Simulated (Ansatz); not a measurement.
# Lattice dynamics of SrLiH3 (model cell, started as cubic perovskite with Sr in the octahedra), part 2 of 2

Aim: the vibrations of SrLiH3 (model cell, started as cubic perovskite with Sr in the octahedra), their spectra, and whether the structure is stable.

Ansatz 0.2.0; DFT PBEsol, scalar-relativistic, plane waves, PAW.

So far. Step 4 (Relaxing to small forces for the phonons): The forces vanish by symmetry and the pressure is -0.003 GPa, within the tolerances set. The cell now holds 19.37 Å³/atom. The relaxed cell has a = 4.592 Å (conventional setting).

The structure was built from a prototype and need not be the compound's stable phase.

## Step 5: Zone-centre response

The zone centre comes first: it holds the modes that light can see, as far as symmetry allows. The response to a homogeneous field gives the Born charges and the dielectric tensor.

File input.yaml:

```yaml
crystal:
  lattice:
    - [4.5923772974, 0.0, 0.0]
    - [0.0, 4.5923772974, 0.0]
    - [0.0, 0.0, 4.5923772974]
  atoms:
    - { symbol: Li, position: [0.0, 0.0, 0.0] }
    - { symbol: Sr, position: [0.5, 0.5, 0.5] }
    - { symbol: H, position: [0.5, 0.5, 0.0] }
    - { symbol: H, position: [0.5, 0.0, 0.5] }
    - { symbol: H, position: [0.0, 0.5, 0.5] }
kpoints:
  mp_grid: { grid: [8, 8, 8] }
hamiltonian:
  xc: pbesol
scf:
  occupations: { method: fixed }
output:
  eigenvalues: true
phonons:
  method: dfpt
  dielectric: true
  rigid_motions: translations
```

The run is started by

```sh
ansatz run input.yaml --threads 8 --pin off --max-ram 14336MiB --backend cpu --events-out ev --progress --plain --runs-dir out
```

Numbers of over 12 decimals in the logs are rounded to 6 here.

What it wrote:

```text
[...]
Crystal: 5 atoms, lattice volume = 96.853 Å³
Basis set: ecut = 420 eV, 1863 PW (Γ), exchange–correlation on 64×64×64 points (8 copies of the dense FFT grid, shifted against one another)
Bands: 13, of which v1, the nominal top of the filled ones, is band 8 counted from 1 (7 counted from 0)
Symmetry: 48 space group operations
k-points: 170 of 512 (irreducible under 2 space group operations, time reversal used)
[...]
SCF iter   1: F=—  HF=-3742.325932 eV  |F-HF|=—  |Δ(HF+E_count)|=         —  Δρ=6.18e-3  dr2=3.57e-2  ethr=1.77e-3  ⟨swp⟩=5.4  Hψ=12836  notcnv=0  defer=329
[...]
SCF iter   8: F=-3742.316088 eV  HF=-3742.316088 eV  |F-HF|=3.18e-12  |Δ(HF+E_count)|=  2.60e-10  Δρ=1.00e-7  dr2=8.50e-12  ethr=1.00e-12  ⟨swp⟩=14.0  Hψ=17665  notcnv=0
SCF 1 converged in 8 iterations: F = -3742.316088 eV  dr2 = 8.50e-12
[...]
DFPT response loops at Γ: preconditioner auto → none (the input reference at scf.mixing.eps_inf says where Resta's filter doesn't serve); β = 0.50; Broyden in place of MSR1
── the response to a field inside a basis, on 8×8×8 k-points: an SCF that follows is theirs, and a resumed run solves both again ──
Bands: 9, of which v1, the nominal top of the filled ones, is band 8 counted from 1 (7 counted from 0)
k-points: 20 of 512
[...]
Eigensolver: Dense (20 Hₖ)
SCF iter   1: F=—  HF=-3742.315247 eV  |F-HF|=—  |Δ(HF+E_count)|=         —  Δρ=1.54e-4  dr2=4.58e-6  ethr=1.00e-1
[...]
SCF iter   3: F=-3742.315252 eV  HF=-3742.315252 eV  |F-HF|=5.17e-9  |Δ(HF+E_count)|=   1.33e-6  Δρ=5.80e-6  dr2=3.23e-8  ethr=7.49e-9
SCF 1 converged in 3 iterations: F = -3742.315252 eV  dr2 = 3.23e-8
[...]
SCF converged after 8 iterations
Free energy (F): -3742.316088 eV
[...]
Internal energy: -3742.316088 eV  (E = F + TS)
E sigma→0 (E₀):  -3742.316088 eV
Fermi energy:    0.729304 eV
[...]
--- Band table (eV; the first three rows and the last of 170) ---
  k-point 0: bands = [... 4 lower, -14.1340, -2.5207, -0.2758, -0.2758, 5.8724, 5.8724, 5.8724, 6.0194, ... 1 higher]
  k-point 1: bands = [... 4 lower, -14.1332, -2.4134, -0.2554, -0.2341, 5.1913, 5.7674, 5.7674, 6.6098, ... 1 higher]
  k-point 2: bands = [... 4 lower, -14.1311, -2.1334, -0.2050, -0.1607, 4.6624, 5.5419, 5.5419, 6.9526, ... 1 higher]
  k-point 169: bands = [... 4 lower, -14.2435, 0.7293, 0.7293, 0.7293, 2.9950, 2.9950, 2.9950, 5.1768, ... 1 higher]
--- Phonons (Γ-DFPT): 4 representative perturbations + reference, on 170 of 512 k-points (Σ response iterations 12) ---
  k mesh reduced under 2 symmetry operations, with k and −k counted as one. Each operation leaves every solved perturbation unchanged. A smaller set is not considered because the run solves the response to a homogeneous field
  ASR residual: 4.160e-5 → 0.000e0 eV/Å²; symmetrization residual: 2.815e-7 eV/Å²
  ASR residual per site (eV/Å²): 2.16e-6 4.16e-5 2.60e-5 2.60e-5 2.60e-5
  Γ frequencies (cm⁻¹): -421.03 -421.03 -421.03 -418.93 -418.93 -418.93 0.00 0.00 0.00 241.57 241.57 241.57 1287.16 1287.16 1287.16
  ε∞ (high-frequency dielectric tensor):
        3.840870     0.000000    -0.000000
        0.000000     3.840870     0.000000
       -0.000000     0.000000     3.840870
  softest optical mode at Γ: -421.03 cm⁻¹; the repairs (sum rule, projections) moved no ω² at Γ by more than (2.86 cm⁻¹)²
  Born effective charges Z* (e; rows j = field, columns β = displacement):
    site 0:
         1.42424   -0.00000   -0.00000
        -0.00000    1.42424    0.00000
        -0.00000    0.00000    1.42424
    site 1:
         1.59732    0.00000    0.00000
         0.00000    1.59732    0.00000
         0.00000    0.00000    1.59732
    site 2:
        -1.01766   -0.00000   -0.00000
        -0.00000   -1.01766    0.00000
        -0.00000    0.00000   -0.98623
    site 3:
        -1.01766   -0.00000   -0.00000
         0.00000   -0.98623    0.00000
        -0.00000    0.00000   -1.01766
    site 4:
        -0.98623   -0.00000   -0.00000
         0.00000   -1.01766   -0.00000
        -0.00000    0.00000   -1.01766
  Z* charge neutrality: 4.104e-3 e pre-enforcement
  solved inside a basis spanned on kpoints, on 8×8×8 k-points, its susceptibility summed on 12×12×12: ε∞ is read to err by 1.1e-2, Z* by 1.2e-2 e (field_mesh: kpoints solves on kpoints); Z* is corrected for what the basis lacks
  optical modes at Γ without the LO–TO term, one row a degenerate level:
      ω (cm⁻¹)  modes    IR ((D/Å)²/amu)
       -421.03      3             0.0000
       -418.93      3           156.8470
        241.57      3            12.2599
       1287.16      3            62.1432
  optical modes at Γ + LO–TO along q̂ = [1.0000, 0.0000, 0.0000]:
      ω (cm⁻¹)  modes    IR ((D/Å)²/amu)
       -421.03      3             0.0000
       -418.93      2           104.5646
        114.32      1             8.7653
        241.57      2             8.1733
        411.66      1            39.0117
       1287.16      2            41.4288
       1341.29      1            29.3064
  optical modes at Γ + LO–TO along q̂ = [0.0000, 1.0000, 0.0000]:
      ω (cm⁻¹)  modes    IR ((D/Å)²/amu)
       -421.03      3             0.0000
       -418.93      2           104.5646
        114.32      1             8.7653
        241.57      2             8.1733
        411.66      1            39.0117
       1287.16      2            41.4288
       1341.29      1            29.3064
  optical modes at Γ + LO–TO along q̂ = [0.0000, 0.0000, 1.0000]:
      ω (cm⁻¹)  modes    IR ((D/Å)²/amu)
       -421.03      3             0.0000
       -418.93      2           104.5646
        114.32      1             8.7653
        241.57      2             8.1733
        411.66      1            39.0117
       1287.16      2            41.4288
       1341.29      1            29.3064
```

It took 13 s on 8 threads of Arm Neoverse V2, shared host; peak memory 0.99 GiB.

This step gave:

```yaml
sum_rule_residual_before_enforcement: 4.16e-5 eV/Å²
miss_of_the_charge_sum_rule: 0.004104 e
estimated_error_of_the_dielectric_tensor: 0.01137
estimated_error_of_the_born_charges: 0.01188 e
point_group: m-3m
highest_optical_mode_at_the_zone_centre_no_lo_to_term: 1287 cm⁻¹
lowest_optical_zone_centre_mode: -421.0 cm⁻¹
mean_high_frequency_dielectric_constant: 3.841
largest_born_charge_third_of_the_trace: 1.597 e
top_of_the_zone_centre_spectrum_with_the_field: 1341 cm⁻¹
```

Without the LO-TO term. Patterns of degenerate modes are one choice out of their space. Modes at Γ, with each element's share of the kinetic energy (negative means imaginary):

```csv
mode,frequency (cm⁻¹),symmetry,Li %,Sr %,H %
1,-421.0,T2u,0,0,100
2,-421.0,T2u,0,0,100
3,-421.0,T2u,0,0,100
4,-418.9,T1u,32,0,67
5,-418.9,T1u,32,0,67
6,-418.9,T1u,32,0,67
7,0.0,acoustic,7,90,3
8,0.0,acoustic,7,90,3
9,0.0,acoustic,7,90,3
10,241.6,T1u,60,9,30
11,241.6,T1u,60,9,30
12,241.6,T1u,60,9,30
13,1287.2,T1u,0,1,99
14,1287.2,T1u,0,1,99
15,1287.2,T1u,0,1,99
```

Displacements in mode 2 (-421.0 cm⁻¹), the largest set to 1:
```
Li1  0.00  0.00  0.00
Sr2  0.00  0.00  0.00
H3   0.01  0.83  0.00
H4  -0.01  0.00  1.00
H5   0.00 -0.83 -1.00
```

Displacements in mode 10 (241.6 cm⁻¹), the largest set to 1:
```
Li1  0.01  0.76  0.59
Sr2  0.00 -0.08 -0.06
H3   0.02  1.00  0.00
H4   0.02  0.00  0.78
H5   0.00  1.00  0.78
```

Optical modes at the zone centre, without and with the macroscopic field of the longitudinal modes; each column is sorted by frequency, so a row need not hold one and the same mode. Modes with and without the field, by row:

```csv
rank among optical modes,no field (cm⁻¹),"q along (1, 0, 0) (cm⁻¹)"
1,-421,-421
2,-421,-421
3,-421,-421
4,-418.9,-418.9
5,-418.9,-418.9
6,-418.9,114.3
7,241.6,241.6
8,241.6,241.6
9,241.6,411.7
10,1287,1287
11,1287,1287
12,1287,1341
```

Born charge (rows field, columns displacement) (e), principal values of the symmetric part by kind of site:

```csv
atom,atoms with these values,low,middle,high,mean
Li1,1,1.42,1.42,1.42,1.42
Sr2,1,1.60,1.60,1.60,1.60
H3,3,-1.02,-1.02,-0.99,-1.01
```

In full for Li1:

```
1.42 0.00 0.00
0.00 1.42 0.00
0.00 0.00 1.42
```

High-frequency dielectric tensor:

```
3.84 0.00 0.00
0.00 3.84 0.00
0.00 0.00 3.84
```

Transverse modes; imaginary modes are left out. Infrared lines, with heights relative to the strongest:

```csv
position (cm⁻¹),label,relative intensity
242,T1u,20
1287,T1u,100
```

Before it was imposed, the acoustic sum rule was missed by 4.2e-5 eV/Å² and the charge sum rule by 0.0041 e. Small misses are needed for a sound result but don't prove that mesh and cutoff are converged. The lowest optical mode is imaginary, 421.0i cm⁻¹, so the energy falls along it.

## Step 6: The dispersion

Stability and thermal properties need the whole zone. Linear response on a 4×4×4 q mesh gives force constants as far as a supercell of that size would, and the tensors from the zone-centre run are typed in so that the long-range dipole term is interpolated apart.

input.yaml, the sections that differ from step 5:

```yaml
phonons:
  method: dfpt
  qmesh: [4, 4, 4]
  temperatures: { t_max: 1000, t_step: 50 }
  qpath:
    path:
      - [[0.0, 0.0, 0.0], [0.0, 0.5, 0.0], [0.5, 0.5, 0.0], [0.0, 0.0, 0.0], [0.5, 0.5, 0.5], [0.0, 0.5, 0.0]]
      - [[0.5, 0.5, 0.5], [0.5, 0.5, 0.0]]
    npoints: 10
  non_analytic_term:
    high_frequency_dielectric_tensor: [[3.8409, 0.0, 0.0], [0.0, 3.8409, 0.0], [0.0, 0.0, 3.8409]]
    born_effective_charges:
      - { species: Li, tensor: [[1.4242, 0.0, 0.0], [0.0, 1.4242, 0.0], [0.0, 0.0, 1.4242]] }
      - { species: Sr, tensor: [[1.5973, 0.0, 0.0], [0.0, 1.5973, 0.0], [0.0, 0.0, 1.5973]] }
      - { species: H, tensor: [[-1.0177, 0.0, 0.0], [0.0, -1.0177, 0.0], [0.0, 0.0, -0.9862]] }
      - { species: H, tensor: [[-1.0177, 0.0, 0.0], [0.0, -0.9862, 0.0], [0.0, 0.0, -1.0177]] }
      - { species: H, tensor: [[-0.9862, 0.0, 0.0], [0.0, -1.0177, 0.0], [0.0, 0.0, -1.0177]] }
    source: "zone-centre run at this cell"
# crystal, kpoints, hamiltonian, scf, output: as in step 5
```

What it wrote:

```text
[...]
Crystal: 5 atoms, lattice volume = 96.853 Å³
Basis set: ecut = 420 eV, 1863 PW (Γ), exchange–correlation on 64×64×64 points (8 copies of the dense FFT grid, shifted against one another)
Bands: 13, of which v1, the nominal top of the filled ones, is band 8 counted from 1 (7 counted from 0)
Symmetry: 48 space group operations
k-points: 35 of 512
[...]
SCF iter   1: F=—  HF=-3742.326067 eV  |F-HF|=—  |Δ(HF+E_count)|=         —  Δρ=6.18e-3  dr2=3.57e-2  ethr=1.77e-3  ⟨swp⟩=5.3  Hψ=2630  notcnv=0  defer=66
[...]
SCF iter   8: F=-3742.316088 eV  HF=-3742.316088 eV  |F-HF|=3.64e-12  |Δ(HF+E_count)|=  2.35e-10  Δρ=1.14e-7  dr2=9.73e-12  ethr=1.00e-12  ⟨swp⟩=11.9  Hψ=3753  notcnv=0
SCF 1 converged in 8 iterations: F = -3742.316088 eV  dr2 = 9.73e-12
[...]
NSCF: frozen V_eff on 35 k-points
[...]
DFPT response loops at q = (0, 0, 0) (fractional): preconditioner auto → none (the input reference at scf.mixing.eps_inf says where Resta's filter doesn't serve); β = 0.50; Broyden in place of MSR1
[...]
SCF converged after 8 iterations
Free energy (F): -3742.316088 eV
[...]
Internal energy: -3742.316088 eV  (E = F + TS)
E sigma→0 (E₀):  -3742.316088 eV
Fermi energy:    0.729304 eV
[...]
--- Band table (eV; the first three rows and the last of 35) ---
  k-point 0: bands = [... 4 lower, -14.1340, -2.5207, -0.2758, -0.2758, 5.8724, 5.8724, 5.8724, 6.0194, ... 1 higher]
  k-point 1: bands = [... 4 lower, -14.1332, -2.4134, -0.2554, -0.2341, 5.1913, 5.7674, 5.7674, 6.6098, ... 1 higher]
  k-point 2: bands = [... 4 lower, -14.1311, -2.1334, -0.2050, -0.1607, 4.6624, 5.5419, 5.5419, 6.9526, ... 1 higher]
  k-point 34: bands = [... 4 lower, -14.2435, 0.7293, 0.7293, 0.7293, 2.9950, 2.9950, 2.9950, 5.1768, ... 1 higher]
--- Phonons (Γ-DFPT): 4 representative perturbations + reference (Σ response iterations 12) ---
  ASR residual: 7.769e-5 → 0.000e0 eV/Å²; symmetrization residual: 2.796e-7 eV/Å²
  ASR residual per site (eV/Å²): 4.73e-7 7.77e-5 2.79e-5 2.79e-5 2.79e-5
[...]
--- Phonons (arbitrary-q DFPT): 10 irreducible q on the 4×4×4 mesh ---
  q = [0.0000, 0.0000, 0.0000] (star 1, of the zone-centre solve; hermiticity 8.22e-8, symmetrization 1.74e-13): -421.03 -421.03 -421.03 -418.93 -418.93 -418.93 -0.00 -0.00 0.00 241.57 241.57 241.57 1287.16 1287.16 1287.16
  q = [0.0000, 0.0000, 0.2500] (star 6, 9 solved perturbations in 1560 linear systems a pass and spin channel, the states on 200 of 512 k-point pairs; hermiticity 9.08e-8, symmetrization 9.26e-14): -409.65 -409.65 -380.67 -380.67 -359.58 37.14 37.14 86.86 139.86 211.85 211.85 432.01 1286.79 1286.79 1351.26
[...]
q = [0.0000, 0.2500, -0.5000] (star 12, 15 solved perturbations on 200 of 512 k-point pairs; hermiticity 5.48e-8, symmetrization 2.38e-8): -495.06 -370.42 -340.75 -323.30 -319.41 68.22 94.91 102.03 120.88 305.36 321.34 472.62 1286.11 1299.01 1367.34
[...]
sum rule: each row above includes the acoustic sum rule's correction from the zone centre's row sums; it moved no ω² by more than (2.74 cm⁻¹)²
  mesh force constants: q→R imaginary residual 8.35e-19; ASR residual 7.769e-5 → 0.000e0 eV/Å²; symmetrization residual 7.105e-15 eV/Å²
  interpolated dispersion: 63 rows × 15 modes
  density of states and harmonic sums: on the 16×16×16 q-mesh, interpolated from the force constants of a 4×4×4 supercell (with the dipole–dipole term of supplied tensors)
  largest difference from the sums on the solved wave vectors: F 1.20e-3 eV, S 4.64e-6 and C_V 2.72e-6 eV/K
  zero-point energy: 0.338378 eV/cell   skipped modes (ω ≤ 0): 917, of them read as no rigid motion or as one in doubt: 914 (5.555e0 modes/cell left out, lowest -559.63 cm⁻¹)   left out of the sums: 3.70e-1 of the cell's modes: C_V's classical limit lies that fraction below 3 k_B per atom; for a crystal, a wire or a layer, F and S can be off by more, and a phonons.interpolated_qmesh denser along its periods is the remedy for the sampling
```

The job ended after 2 min (8 threads; peak memory 1.5 GiB).

This step gave:

```yaml
sum_rule_residual_before_enforcement: 7.77e-5 eV/Å²
lowest_frequency_on_the_path: -559.6 cm⁻¹
highest_frequency_on_the_path_or_at_a_solved_wavevector: 1389 cm⁻¹
lowest_mode_on_the_q_mesh_acoustic_modes_at_gamma_apart: -559.6 cm⁻¹
```

Frequencies (cm⁻¹) solved at each irreducible wavevector; negative means imaginary. Frequencies by wavevector, by row:

```csv
q in reciprocal lattice units,star,mode 1,mode 2,mode 3,mode 4,mode 13,mode 14,mode 15
0 0 0,1,-421,-421,-421,-418.9,1287,1287,1287
0 0 0.25,6,-409.6,-409.6,-380.7,-380.7,1287,1287,1351
0 0 -0.5,3,-396.7,-396.7,-347,-347,1286,1286,1363
0 0.25 0.25,12,-478.1,-380.4,-370.6,-356.9,1286,1296,1357
0 0.25 -0.5,12,-495.1,-370.4,-340.8,-323.3,1286,1299,1367
0 -0.5 -0.5,3,-553.4,-361.6,-361.6,-282.2,1286,1307,1376
0.25 0.25 0.25,8,-491.7,-465.4,-465.4,-280.3,1296,1296,1363
0.25 0.25 -0.5,12,-508.6,-478.6,-471.7,-294.2,1295,1300,1372
0.25 -0.5 -0.5,6,-556.5,-495.6,-495.6,-283.3,1297,1306,1381
-0.5 -0.5 -0.5,1,-559.6,-559.6,-559.6,-280.4,1306,1306,1388
```

Interpolated from a 4×4×4 q mesh, with the LO-TO term (at Γ the limit along the path; where Γ stands inside the path, tables give the limit on arrival). The phonon branches at the labelled points (cm⁻¹):

```csv
point,branch 1,branch 2,branch 3,branch 4,branch 12,branch 13,branch 14,branch 15
Γ,-421,-421,-421,-419,412,1287,1287,1341
halfway,-410,-410,-381,-381,432,1287,1287,1351
X,-397,-397,-347,-347,452,1286,1286,1363
halfway,-495,-370,-341,-323,473,1286,1299,1367
M,-553,-362,-362,-282,488,1286,1307,1376
halfway,-478,-380,-371,-357,451,1286,1296,1357
Γ,-421,-421,-421,-419,412,1287,1287,1341
halfway,-492,-465,-465,-280,469,1296,1296,1363
R,-560,-560,-560,-280,523,1306,1306,1388
halfway,-509,-479,-472,-294,491,1295,1300,1372
X,-397,-397,-347,-347,452,1286,1286,1363
jump to R,-560,-560,-560,-280,523,1306,1306,1388
halfway,-556,-496,-496,-283,507,1297,1306,1381
M,-553,-362,-362,-282,488,1286,1307,1376
```

The phonon density of states has structure finer than the step of the table below, so its rows give means over 100 cm⁻¹, whole bins alone (the curve runs from -570 to 1390 cm⁻¹). Peaks (cm⁻¹: height): -410.0: 0.0272, -290.0: 0.0411, 130.0: 0.0404, 470.0: 0.0204, 1290.0: 0.0776, 1370.0: 0.0339.

Tetrahedra on a 16×16×16 mesh, mean over bins of 20 cm-1. Interpolated from a 4×4×4 q mesh. Table of phonon density of states by wavenumber; means over each step:

wavenumber (cm⁻¹), phonon density of states (1/cm⁻¹/cell) and a bar:
```
     -500     0.0117 ############
     -400     0.0196 #####################
     -300     0.0181 ###################
     -200     0.0022 ##
     -100     0.0024 ###
        0     0.0040 ####
      100     0.0283 ##############################
      200     0.0063 #######
      300     0.0072 ########
      400     0.0090 ##########
      500     0.0102 ###########
      600     0.0000 
      700     0.0000 
      800     0.0000 
      900     0.0000 
     1000     0.0000 
     1100     0.0000 
     1200     0.0000 
     1300     0.0213 #######################
```

The partial phonon density of states has structure finer than the step of the table below, so its rows give means over 50 cm⁻¹, whole bins alone (the curve runs from -568 to 1439 cm⁻¹). Peaks (cm⁻¹: height): H -403.6: 0.0193, 467.4: 0.0167, 1287.9: 0.0471, 1363.6: 0.0227; Li -290.0: 0.0176, 126.6: 0.00473, 240.2: 0.00455; Sr 126.6: 0.0293.

Phonopy on the run's constants, 13x13x13 mesh, Gaussian sigma 14.3 cm-1. Interpolated from a 4×4×4 q mesh. Partial phonon density of states against wavenumber; means over each step; values in 1/cm⁻¹/cell:

```csv
wavenumber (cm⁻¹),H,Li,Sr
-500,0.0116,2.1e-4,4.7e-6
-450,0.0145,0.00106,1.7e-5
-400,0.0183,0.00331,3.0e-5
-350,0.0107,0.00328,1.4e-5
-300,0.0114,0.0119,2.3e-5
-250,0.00248,0.00554,9.5e-6
-200,2.6e-4,0.00202,1.6e-5
-150,2.7e-4,0.00253,4.7e-5
-100,2.9e-4,0.00226,1.1e-4
-50,1.6e-4,0.00107,1.6e-4
0,1.1e-4,5.3e-4,0.00128
50,5.2e-4,0.00177,0.0131
100,9.6e-4,0.00304,0.0263
150,0.00119,0.00359,0.0165
200,0.00112,0.00264,5.3e-4
250,0.00249,0.00401,4.2e-4
300,0.00328,0.00332,3.1e-4
350,0.00457,0.00316,2.9e-4
400,0.00568,0.00221,2.0e-4
450,0.0129,0.00142,3.1e-4
500,0.00985,0.00105,1.2e-4
550,5.4e-4,8.7e-5,1.1e-6
600,0,0,0
650,0,0,0
700,0,0,0
750,0,0,0
800,0,0,0
850,0,0,0
900,0,0,0
950,0,0,0
1000,0,0,0
1050,0,0,0
1100,0,0,0
1150,0,0,0
1200,1.2e-7,0,0
1250,0.00501,0,3.7e-5
1300,0.0337,0,1.9e-4
1350,0.0148,1.4e-5,4.6e-5
1400,0.00610,1.6e-6,1.1e-5
```

Symmetry leaves 10 wavevectors to solve. The lowest mode among them, the acoustic zeros apart, lies at q = (-0.5, -0.5, -0.5) and is imaginary, 559.6i cm⁻¹, so the energy falls along it.

## Step 7: Results

```
space group after relaxation (within 0.01 Å)            : Pm-3m
volume per atom                                         : 19.4 Å³
gap on the k-mesh                                       : 1.66 eV
highest optical mode at the zone centre (no LO-TO term) : 1287 cm⁻¹
top of the zone-centre spectrum with the field          : 1341 cm⁻¹
lowest optical zone-centre mode                         : -421 cm⁻¹
mean high-frequency dielectric constant                 : 3.84
largest Born charge (third of the trace)                : 1.60 e
lowest mode on the q mesh (acoustic modes at Γ apart)   : -560 cm⁻¹
highest frequency on the path or at a solved wavevector : 1389 cm⁻¹
imaginary modes on the 4×4×4 q mesh                     : yes
```

What this shows: Modes are clearly imaginary (beyond 10i cm⁻¹) at 10 of the 10 irreducible wavevectors, most at q = (-0.5, -0.5, -0.5) (559.6i cm⁻¹), so this structure is not a minimum of the energy. Without the field, the optical modes at Γ span -421 to 1287 cm⁻¹ (negative means imaginary). The highest mode in this list at Γ, 1287.2 cm⁻¹, is mostly motion of H (99 % of the kinetic energy). With the macroscopic field of the longitudinal modes the top of the zone-centre spectrum lies at 1341 cm⁻¹, against 1287 cm⁻¹ without it. Among the real modes, the strongest infrared line is at 1287 cm⁻¹. The starting cell was built on a prototype and not taken from a measurement, so the phase need not exist. These are harmonic frequencies at zero temperature: anharmonic shifts, linewidths and thermal expansion are left out.

[Logs are printed without paths, hosts, clocks, repeated set-up lines and the standing remarks that a program may print on its own settings, such as how far it seeks lower states.]

[Hosts, paths, dates, database ids (printed as entryN), source tags and the programs' standing remarks are cut or masked in the printed files.]
